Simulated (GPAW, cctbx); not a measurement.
# Sr4Se3O: deformation density and structure factors from DFT

Question: by how much does bonding change the X-ray structure factors of Sr4Se3O, how firmly does DFT give the change, and what does a routine refinement make of it?

The start was made by putting kin elements into a known structure type; the compound need not exist, or be stable, in this form. All numbers below are calculated.

### 1. Find the equilibrium geometry

The density hangs on the geometry, so cell and atoms are relaxed first, with the symmetry held. The cutoff is set higher than for the density because stress converges slowly with plane waves.

Settings: GPAW 26.7.0, PBE, 900 eV, 3×3×3 k-points, Fermi–Dirac width 0.05 eV, BFGS to 0.03 eV/Å.

```text
cell
1.0
     6.050000000    0.000000000    0.000000000
     0.000000000    6.050000000    0.000000000
     0.000000000    0.000000000    6.050000000
Sr Se O
4 3 1
Direct
0.000000000 0.500000000 0.000000000
0.500000000 0.000000000 0.000000000
0.500000000 0.500000000 0.500000000
0.000000000 0.000000000 0.500000000
0.000000000 0.500000000 0.500000000
0.500000000 0.000000000 0.500000000
0.500000000 0.500000000 0.000000000
0.000000000 0.000000000 0.000000000
```

```console
$ OMP_NUM_THREADS=1 mpirun -n 4 gpaw python run.py > gpaw.log
```

```text
BFGS:    0      -38.448856        0.279290
BFGS:    1      -38.452131        0.266415
BFGS:    2      -38.485656        0.007580
cell  6.1158 6.1158 6.1158  90.00 90.00 90.00
volume 228.750 A^3, largest force 0.000 eV/A, largest stress 0.04 GPa
```

After 2 steps the volume has changed by +3.3 % and the energy by -0.037 eV; the largest stress left is 0.04 GPa. It took 47 s on 4 cores of Intel(R) Xeon(R) Platinum 8488C (Sapphire Rapids) (shared host), peak memory 1.6 GiB.

Relaxed structure: Pm-3m (no. 221), a = 6.1158 Å, b = 6.1158 Å, c = 6.1158 Å, α = 90.00°, β = 90.00°, γ = 90.00°.

| atom | mult. | x | y | z |
| --- | --- | --- | --- | --- |
| Sr1 | 3 | 0 | 1/2 | 0 |
| Sr2 | 1 | 1/2 | 1/2 | 1/2 |
| Se1 | 3 | 0 | 1/2 | 1/2 |
| O1 | 1 | 0 | 0 | 0 |

### 2. Density and charge transfer

X-rays see the whole electron density, so the PAW density is rebuilt with its core regions. Subtracting spherical free atoms from the same code cancels the cores and leaves the deformation density Δρ, the part due to bonding.

Settings: PBE, 550 eV, 3×3×3 k-points, Fermi–Dirac width 0.05 eV; primitive cell of 8 atoms.

```console
$ OMP_NUM_THREADS=1 mpirun -n 4 gpaw python run.py > gpaw.log
```

```text
|iter:   1|       0s |  -40.595316 | -0.03 |       |
|iter:   2|       0s |  -39.837318 | -1.69 | -1.05 |
|iter:   3|       1s |  -38.181771 | -0.89 | -1.10 |
...
|iter:  10|       5s |  -38.283892c| -6.78 | -4.60c|
|iter:  11|       5s |  -38.283892c| -7.29 | -5.05c|
|iter:  12|       6s |  -38.283892c| -7.99c| -5.54c|
```

```text
grid (70, 70, 70)  electrons 262.000  moved by bonding 2.215 e
deformation density beyond 0.5 A of the nuclei: max 0.126, min -0.046 e/A^3
atom        x       y       z   Voronoi charge  moment
Sr1    0.0000  0.5000  0.0000      0.341       0.00
Sr2    0.5000  0.0000  0.0000      0.341       0.00
Sr3    0.5000  0.5000  0.5000      0.282       0.00
Sr4    0.0000  0.0000  0.5000      0.341       0.00
Se5    0.0000  0.5000  0.5000     -0.291       0.00
Se6    0.5000  0.0000  0.5000     -0.291       0.00
Se7    0.5000  0.5000  0.0000     -0.291       0.00
O 8    0.0000  0.0000  0.0000     -0.433       0.00
mean inner potential of superposed free atoms 15.253 V
total magnetic moment 0.000 muB
```

Deformation density in a plane through the shortest contact of the Sr atom at the origin, in 0.01 e/Å³ (clipped at ±99); x from -1.6 to 4.7 Å, y from 2.4 down to -2.4 Å:

```text
  0   3   4   2   0   3   4   2  -1  -1   3   4   4   0  -1   1
 -1   1   3   4   5   4   2   0  -2  -2   0   1   0  -2  -2  -1
 -2  -1   0   2   3   2   0  -1  -2  -1   1   2   1   0  -1  -1
 -1  -2  -1   0   1   0  -2  -2  -1   1   3   4   4   2   0  -1
  0  -2  -1   3   4   1  -2  -1   1   3   4   3   4   4   2  -1
  2   0   2  -3   .   1   1   0   3   4  -1   .  -3   3   4   1
  3   1   5   .   .  -4   3   2   4   4  -3   .   .   2   5   2
  2   0   2  -3   .   1   1   0   3   4  -1   .  -3   3   4   1
  0  -2  -1   3   4   1  -2  -1   1   3   4   3   4   4   2  -1
 -1  -2  -1   0   1   0  -2  -2  -1   1   3   4   4   2   0  -1
 -2  -1   0   2   3   2   0  -1  -2  -1   1   2   1   0  -1  -1
 -1   1   3   4   5   4   2   0  -2  -2   0   1   0  -2  -2  -1
  0   3   4   2   0   3   4   2  -1  -1   3   4   4   0  -1   1
```

Atoms in or within 0.15 Å of the plane: Sr (0.0, 0.0), Se (3.1, 0.0) Å. Dots mark points within about 0.45 Å of a nucleus; large values next to them are atomic features.

O gains most (-0.43 e) and Sr loses most (+0.33 e), in averages over each element's sites, as electronegativity suggests. Such charges fall far short of formal ones, since overlapping free atoms already put density on their neighbours. Along the shortest contact from the Sr atom at the map's origin, Sr–Se at 3.06 Å, Δρ is +0.03 e/Å³ at the midpoint and highest, +0.05, 2.04 Å from Sr (points within 0.5 Å of a nucleus left out): little piles up between the atoms. At the midpoints of other shortest contacts it is 0.00 (Sr–O, 3.06 Å) e/Å³. Point values carry grid noise of about 0.01 e/Å³. The run needed 12 iterations, 15 s.

### 3. Structure factors

The Fourier components of Δρ, added to those of the free atoms, give the static X-ray structure factors; the Mott–Bethe relation turns them into the Fourier components V of the potential that fast electrons feel.

```text
static structure factors of the conventional cell: F in electrons, V (Mott-Bethe) in volts
   h  k  l      d  |F| table  |F| free   |F| DFT   change   |V| free  |V| DFT  change %
   0  1  0  6.1158    24.733    24.745    24.643   -0.101     0.941    1.017      8.1
   0  1  1  4.3245    23.742    23.774    23.580   -0.193     0.834    0.907      8.7
   1  1  1  3.5310    34.832    34.983    34.062   -0.920     1.753    1.983     13.1
   0  2  0  3.0579   218.194   218.244   219.519    1.275     8.198    7.959     -2.9
   0  2  1  2.7351    21.774    21.834    21.607   -0.227     0.624    0.658      5.5
   1  2  1  2.4968    21.324    21.380    21.149   -0.232     0.577    0.606      5.0
   0  2  2  2.1623   196.873   196.798   196.743   -0.055     6.108    6.113      0.1
   1  2  2  2.0386    20.295    20.320    20.163   -0.157     0.473    0.486      2.8
   0  3  0  2.0386    20.295    20.320    20.222   -0.098     0.473    0.481      1.7
   0  3  1  1.9340    20.021    20.033    19.936   -0.097     0.447    0.454      1.6
   1  3  1  1.8440    30.764    30.827    31.169    0.342     0.761    0.738     -3.1
   2  2  2  1.7655   181.967   181.881   181.460   -0.421     5.004    5.030      0.5
   0  3  2  1.6962    19.309    19.292    19.240   -0.053     0.387    0.390      0.8
   1  3  2  1.6345    19.097    19.073    19.024   -0.050     0.371    0.373      0.7
```

The largest X-ray change is +1.27 e on 020, 0.6 % of |F|. For electrons V goes as (Z − F)/g², so a change of F counts against Z − F, which is small at low angle and wherever the atoms' terms cancel: |V| of 111 moves by +13.1 % (1.75 to 1.98 V) against -2.6 % in |F|. The last three rows still change by up to 0.42 e; the table stops while the angles are still low. The tabulated Hartree–Fock atoms differ from the free DFT atoms by up to 0.15 e, so the choice of reference atom matters too.

### 4. How cheap can the run be?

Cutoff and k-mesh: one is changed at a time, to find what the result needs.

| run | ΔF 020 (e) | ΔF 111 (e) | ΔF 222 (e) | q(O) (e) | moved (e) | time |
| --- | --- | --- | --- | --- | --- | --- |
| 550 eV 3×3×3 | +1.275 | -0.920 | -0.421 | -0.433 | 2.215 | 15 s |
| 250 eV 3×3×3 | +1.133 | -0.806 | -0.608 | -0.393 | 2.427 | 8.2 s |
| 350 eV 3×3×3 | +1.244 | -0.893 | -0.464 | -0.423 | 2.266 | 8.8 s |
| 750 eV 3×3×3 | +1.276 | -0.922 | -0.418 | -0.432 | 2.220 | 19 s |
| 550 eV 1×1×1 | +1.604 | -1.637 | -0.217 | -0.623 | 3.147 | 8.1 s |
| 550 eV 2×2×2 | +1.280 | -0.953 | -0.402 | -0.439 | 2.240 | 15 s |

Within 0.03 e of the base on all three: 750 eV 3×3×3. The largest error, 0.717 e, comes with 550 eV 1×1×1. The moved charge is off by up to 42 % among these runs. Times are from shared hosts.

### 5. What a spherical-atom refinement makes of it

Routine crystallography fits spherical atoms. To see the bias, intensities are simulated from tabulated atoms plus the DFT change ΔF, so that bonding alone can misfit (10442 reflections of the full sphere, merged to the counts below, to 0.45 Å, 1.5 % proportional noise plus counting noise, assumed isotropic U as listed, Δρ smeared by the mean U) and refined with cctbx over different ranges.

| range | data | R1 | GooF | U Sr1 (true 0.0066) | U Sr2 (true 0.0066) | U Se1 (true 0.0068) | U O1 (true 0.0106) | largest shift (Å) | Δρ max, min (e/Å³) |
| --- | --- | --- | --- | --- | --- | --- | --- | --- | --- |
| all data | 314 | 0.0045 | 1.10 | 0.0066 | 0.0066 | 0.0068 | 0.0106 | 0.0000 | 0.29, -0.23 |
| low resolution, d > 0.84 | 65 | 0.0044 | 1.48 | 0.0065 | 0.0065 | 0.0066 | 0.0113 | 0.0000 | 0.17, -0.13 |
| high order, d < 0.75 | 229 | 0.0045 | 0.92 | 0.0066 | 0.0066 | 0.0068 | 0.0105 | 0.0000 | 0.13, -0.16 |
| occupancies free, d > 0.7 | 101 | 0.0039 | 1.33 | 0.0065 | 0.0064 | 0.0067 | 0.0115 | 0.0000 | 0.18, -0.15 |

With all data GooF is 1.10, diluted by the many high-angle data; the misfit shows at low resolution; the top residual peak lies 0.68 Å from O and 2.38 Å from Sr. No U is off by more than 3 s.u. at low resolution. Symmetry fixes every coordinate, so the shifts are zero by construction. With Sr1 held at 1 and the scale free, the other occupancies refine to Sr2 0.998(0.002), Se1 1.001(0.001) and O1 1.014(0.011), within three s.u. of full.

### 6. Answer

Bonding moves 2.21 e in the primitive cell of Sr4Se3O and changes the structure factors of the conventional cell in the table above by at most 1.27 e (020, 0.6 %), and among reflections above 2 % of the strongest by up to 2.6 % (111). The shortest bond, Sr–Se, has Δρ = +0.03 e/Å³ at its midpoint. Within 0.03 e of the base on all three: 750 eV 3×3×3. The largest error, 0.717 e, comes with 550 eV 1×1×1. The moved charge is off by up to 42 % among these runs. With all data GooF is 1.10, diluted by the many high-angle data. Limits: static density, frozen cores, no spin–orbit coupling.

[Outputs are excerpts: Python notices, other lines and further rows are left out; steps that failed or that the build refused (PBEsol, TPSS) are not shown.]

[Logs are printed without paths, hosts, clocks, repeated set-up lines and the standing remarks that a program may print on its own settings, such as how far it seeks lower states.]
